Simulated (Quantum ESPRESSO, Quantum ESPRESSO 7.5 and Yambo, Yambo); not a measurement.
# CdSe (F-43m): G0W0 on several meshes in Yambo

Wanted: mesh dependence and cost of G0W0 for CdSe (F-43m).

Method: PBE and many-body steps on it, plane waves, in Quantum ESPRESSO 7.5 and Yambo 5.3.0.

Most raw output is cut from this account.

## (1) The structure

It takes space group F-43m (No. 216, cubic). Conventional cell: a = 6.050 Å, b = 6.050 Å, c = 6.050 Å, α = 90.00°, β = 90.00°, γ = 90.00°. Nearest to Cd lie 4 Se at 2.62 Å. Se has 4 Cd at 2.62 Å nearest. Farther neighbours and most contacts between anions are not listed.

The lattice is a measured one from papers, the positions are the Materials Project's; both are kept fixed.

## (2) Empty states on the mesh, 4×4×4 mesh, 377 bands

This step: Quantum ESPRESSO 7.5; DFT, PBE, plane waves, norm-conserving pseudopotentials.

The sums over transitions need many empty states on a uniform mesh; this step solves for them.

pw.in reads:

```
&control
  calculation = 'nscf'
  prefix = 'x'
  outdir = 'o'
  pseudo_dir = 'pseudo'
/
&system
  ibrav = 0
  nat = 2
  ntyp = 2
  ecutwfc = 104.0
  nbnd = 377
  force_symmorphic = .true.
/
&electrons
  conv_thr = 1e-9
  electron_maxstep = 80
  diago_full_acc = .true.
  diago_thr_init = 5e-6
/
ATOMIC_SPECIES
  Cd 112.41 Cd.upf
  Se 78.971 Se.upf
CELL_PARAMETERS angstrom
  -0.0000000000 3.0250000000 3.0250000000
  3.0250000000 0.0000000000 3.0250000000
  3.0250000000 3.0250000000 -0.0000000000
ATOMIC_POSITIONS crystal
  Cd 0.0000000000 0.0000000000 0.0000000000
  Se 0.7500000000 0.7500000000 0.7500000000
K_POINTS automatic
  4 4 4 0 0 0
```

Command:

```bash
OMP_NUM_THREADS=1 mpirun -n 4 pw.x -nk 4 -in pw.in > pw.out
```

Run time: 50 s. Hardware: 4 MPI ranks of Intel Xeon 6975P-C (Granite Rapids), shared host; peak memory 1.1 GiB.

Numbers from this step:

| Item | Value |
| --- | --- |
| gap | 0.6428 eV |
| k of the valence top | 0, 0, 0 |
| k of the conduction bottom | 0, 0, 0 |
| least direct gap | 0.6428 eV |
| k points computed | 8 |
| lowest point of the top converged band, above the valence top | 189.6279 eV |

On this mesh the gap is 0.643 eV.

The density comes from a self-consistent run that is not shown.

## (3) Conversion and set-up

This step: Yambo 5.3.0; conversion and set-up on PBE, plane waves, norm-conserving pseudopotentials.

The states are converted to the many-body program's format and the q mesh is built.

Command:

```bash
(cd o/x.save; p2y > p2y.log; mv SAVE ../..); yambo > setup.log
```

Elapsed: 3.9 s, on 1 MPI rank; peak memory 0.26 GiB.

## (4) 4×4×4

Now the one-shot GW correction: screening in the RPA, then the self-energy of the levels asked for.

This step: G0W0 on PBE, plane waves, norm-conserving pseudopotentials.

gw2.in reads:

```
HF_and_locXC
gw0
dyson
ppa
em1d
rim_cut
RandQpts= 1000000
RandGvec= 1 RL
EXXRLvcs= 104 Ry
VXCRLvcs= 416 Ry
Chimod= "HARTREE"
% BndsRnXp
 1 | 167 |
%
NGsBlkXp= 15.5 Ry
% LongDrXp
 1 | 1 | 1 |
%
% GbndRnge
 1 | 167 |
%
DysSolver= "n"
ExtendOut
PPAPntXp= 27.21138 eV
% QPkrange
 1 | 1 | 21 | 24 |
%
```

Command:

```bash
OMP_NUM_THREADS=1 mpirun -n 4 yambo -F gw2.in -J gw2 -C gw2 > gw2.log
```

The job ended after 7.9 min (4 MPI ranks; peak memory 2.4 GiB; 27 min of CPU time).

This step gave:

| Property | Result |
| --- | --- |
| G0W0 gap on the points computed | 1.306 eV |
| starting gap on the mesh | 0.6428 eV |
| k of the valence top | 0, 0, 0 |
| k of the conduction bottom | 0, 0, 0 |
| least direct G0W0 gap on the computed points | 1.306 eV |
| Z at the valence top | 0.7938 |
| Z at the conduction bottom | 0.8145 |

The gap on the mesh goes from 0.64 eV to 1.31 eV, a correction of +0.66 eV.

## (5) Empty states on the mesh, 2×2×2 mesh, 167 bands

This step: Quantum ESPRESSO 7.5; DFT, PBE, plane waves, norm-conserving pseudopotentials.

Edit pw.in of step 2 so:

```diff
@@ -11,3 +11,3 @@
   ecutwfc = 104.0
-  nbnd = 377
+  nbnd = 167
   force_symmorphic = .true.
@@ -31,2 +31,2 @@
 K_POINTS automatic
-  4 4 4 0 0 0
+  2 2 2 0 0 0
```

Command:

```bash
OMP_NUM_THREADS=1 mpirun -n 4 pw.x -nk 4 -in pw.in > pw.out
```

It took 8.6 s on 4 MPI ranks; peak memory 0.54 GiB.

This step gave:

```
gap                                                           : 0.6428 eV
k of the valence top                                          : 0, 0, 0
k of the conduction bottom                                    : 0, 0, 0
least direct gap                                              : 0.6428 eV
k points computed                                             : 3
lowest point of the top converged band, above the valence top : 101.6866 eV
```

On this mesh the gap is 0.643 eV.

## (6) Conversion and set-up

This step: Yambo 5.3.0; conversion and set-up on PBE, plane waves, norm-conserving pseudopotentials.

Command:

```bash
(cd o/x.save; p2y > p2y.log; mv SAVE ../..); yambo > setup.log
```

Run time: 3.5 s. Hardware: 1 MPI rank; peak memory 0.26 GiB.

## (7) 2×2×2

This step: G0W0 on PBE, plane waves, norm-conserving pseudopotentials.

gw11.in reads:

```
HF_and_locXC
gw0
dyson
ppa
em1d
rim_cut
RandQpts= 1000000
RandGvec= 1 RL
EXXRLvcs= 104 Ry
VXCRLvcs= 416 Ry
Chimod= "HARTREE"
% BndsRnXp
 1 | 167 |
%
NGsBlkXp= 15.5 Ry
% LongDrXp
 1 | 1 | 1 |
%
% GbndRnge
 1 | 167 |
%
DysSolver= "n"
ExtendOut
PPAPntXp= 27.21138 eV
% QPkrange
 1 | 1 | 21 | 24 |
%
```

Command:

```bash
OMP_NUM_THREADS=1 mpirun -n 4 yambo -F gw11.in -J gw11 -C gw11 > gw11.log
```

Elapsed: 33 s, on 4 MPI ranks; peak memory 1.6 GiB; 1.9 min of CPU time.

This step gave:

| Property | Result |
| --- | --- |
| G0W0 gap on the points computed | 1.246 eV |
| starting gap on the mesh | 0.6428 eV |
| k of the valence top | 0, 0, 0 |
| k of the conduction bottom | 0, 0, 0 |
| least direct G0W0 gap on the computed points | 1.246 eV |
| Z at the valence top | 0.7980 |
| Z at the conduction bottom | 0.8172 |

Against G0W0 in Yambo (4×4×4 mesh, 167 bands, screening to 210.9 eV, Godby-Needs plasmon pole), the gap moves by −0.060 eV.

## (8) Side by side

Times are wall times on 4 MPI ranks of Intel Xeon 6975P-C (Granite Rapids), shared host, good to a factor of about two.

```csv
run,mesh,bands,screening cutoff (eV),DFT gap (eV),gap on the mesh (eV),direct (eV),time
4×4×4,4×4×4,167,210.9,0.643,1.306,1.306,7.9 min
2×2×2,2×2×2,167,210.9,0.643,1.246,1.246,33 s
```

## (9) What came out

```
4×4×4        : 1.306 eV
2×2×2        : 1.246 eV
known limits : not at the basis limit; no spin-orbit coupling; coarse k mesh
```

2×2×2: −0.060 eV against 4×4×4. Bands and cutoff are finite, so the gap is not at the basis limit. The miss can reach some tenths of an eV and take either sign; the mesh is an error of its own. In the G0W0 runs levels were corrected at 1 k point alone, so a gap called «on the mesh» is the least over those, and an edge elsewhere would be missed. The 4×4×4 mesh is coarse for this cell, which bears on the long-range parts of exchange and screening. Mesh or cutoff lie under what a gap needs, so these runs test behaviour and cost; their gaps are not to be quoted. The many-body steps are scalar-relativistic: spin-orbit coupling is not in them.

[Paths, hosts, dates, memory and timing lines, banners, echoed tables and standing remarks are left out of the program output.]

[Logs are printed without paths, hosts, clocks, repeated set-up lines and the standing remarks that a program may print on its own settings, such as how far it seeks lower states.]

[Runs of the session that timed out or met a known fault of the program may be left out.]

[Hosts, paths, dates, database ids (printed as entryN), source tags and the programs' standing remarks are cut or masked in the printed files.]
